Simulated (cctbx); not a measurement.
**Resonant diffraction in YPd3N**

Space group Pm-3m (no. 221), a = 4.3730 Å, b = 4.3730 Å, c = 4.3730 Å, α = 90.00°, β = 90.00°, γ = 90.00°.

```
atom  mult.    x    y    z  Ueq (Å²)
 Pd1      3  1/2    0  1/2    0.0103
  Y1      1    0    0    0    0.0156
  N1      1  1/2  1/2  1/2    0.0197
```

The model is made up (kin elements in a known structure type, no relaxation), so it says nothing on whether the phase exists.

Calculated with cctbx: free-atom f′ and f″ from the Sasaki tables, no fine structure; amplitudes in electrons.

```csv
E (eV),F 1 1 1,F 1 0 1,F 0 1 2,F 1 2 3
16438,127.9,4.3,11.2,4.4
16788,127.0,5.0,11.9,4.9
16918,126.2,5.7,12.5,5.5
16978,125.6,6.3,13.1,6.0
17008,124.9,7.0,13.7,6.5
17023,124.3,7.6,14.4,7.1
17030,123.8,8.2,14.9,7.5
17034,123.2,8.7,15.4,8.0
17042,122.5,9.9,16.4,8.9
17046,123.5,8.9,15.4,8.1
17053,124.2,8.2,14.7,7.5
17068,125.0,7.5,14.0,6.9
17098,125.7,6.8,13.3,6.3
17188,126.6,5.9,12.4,5.6
17438,127.5,4.9,11.4,4.8
```

**Question.** Which edge is crossed, and why do the reflections move as they do?

The K edge of Y. The edge is at 17038 eV. f′ of Y falls from -4.4 e at 16918 eV to -7.6 e at 4 eV below it, and f″ steps from 0.53 to 3.75 e across it. Over that approach |F| changes by -2 % (1 1 1), +53 % (1 0 1), +23 % (0 1 2) and +45 % (1 2 3): a reflection falls where Y scatters in phase with the total and rises where it scatters against it; it hardly moves where the Y term is small or cancels by symmetry. Above the edge the larger f″ enters the imaginary part, where it can add to or cancel the other atoms' f″. The structure is centrosymmetric, so Friedel mates stay equal.

[Logs are printed without paths, hosts, clocks, repeated set-up lines and the standing remarks that a program may print on its own settings, such as how far it seeks lower states.]
